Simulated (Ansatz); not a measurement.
Consider K2WBr6 (started from the K2PtCl6 type) (Fm-3m).

The structure was built from a prototype and need not be the compound's stable phase.

```cif
data_structure
_symmetry_space_group_name_H-M 'P 1'
_symmetry_Int_Tables_number 1
_cell_length_a 7.4546
_cell_length_b 7.4546
_cell_length_c 7.4546
_cell_angle_alpha 60.000
_cell_angle_beta 60.000
_cell_angle_gamma 60.000
_cell_volume 292.93
loop_
_atom_site_label
_atom_site_type_symbol
_atom_site_fract_x
_atom_site_fract_y
_atom_site_fract_z
_atom_site_occupancy
K1 K 0.25000 0.25000 0.25000 1
K2 K 0.75000 0.75000 0.75000 1
W3 W 0.00000 0.00000 0.00000 1
Br4 Br 0.24082 0.24082 0.75918 1
Br5 Br 0.75918 0.75918 0.24082 1
Br6 Br 0.24082 0.75918 0.24082 1
Br7 Br 0.75918 0.24082 0.75918 1
Br8 Br 0.75918 0.24082 0.24082 1
Br9 Br 0.24082 0.75918 0.75918 1
```

The structure was relaxed with PBE. The structure type comes from a generator and need not be one that this composition takes. The structure was generated from a model, not taken from a measurement. The runs that relaxed it are not among those shown. The program's search for lower electronic states was switched off, so nothing shows that the state found is the lowest. Spin-orbit coupling is left out unless a run names it. PAW set soft_2, made with PBE.

A constrained-RPA run (Ansatz 0.2.0; non-magnetic PBE; W t2g, bands v1 to c2, 2×2×2 mesh, medium accuracy) builds 3 functions on bands 0.59 eV wide, with 2.0 electrons in the window. The bare on-site interaction is 9.9 eV and the bare J 0.35 eV.

Q: What U and J survive the screening?

On the W t2g shell, U = 3.04 eV (31 % of the bare value), U′ = 2.48 eV, J = 0.24 eV.

The parent state is non-magnetic and the interaction static (zero frequency); U depends on the window and the orbitals, so it belongs to this model alone. Spin-orbit coupling, which is strong for atoms this heavy, is left out. Coarse meshes can leave U off its limit, most where the target bands are metallic.

[Paths, hosts, dates, memory and timing lines, banners, echoed tables and standing remarks are left out of the program output.]

[Logs are printed without paths, hosts, clocks, repeated set-up lines and the standing remarks that a program may print on its own settings, such as how far it seeks lower states.]

[Runs of the session that timed out or met a known fault of the program may be left out.]

[Hosts, paths, dates, database ids (printed as entryN), source tags and the programs' standing remarks are cut or masked in the printed files.]
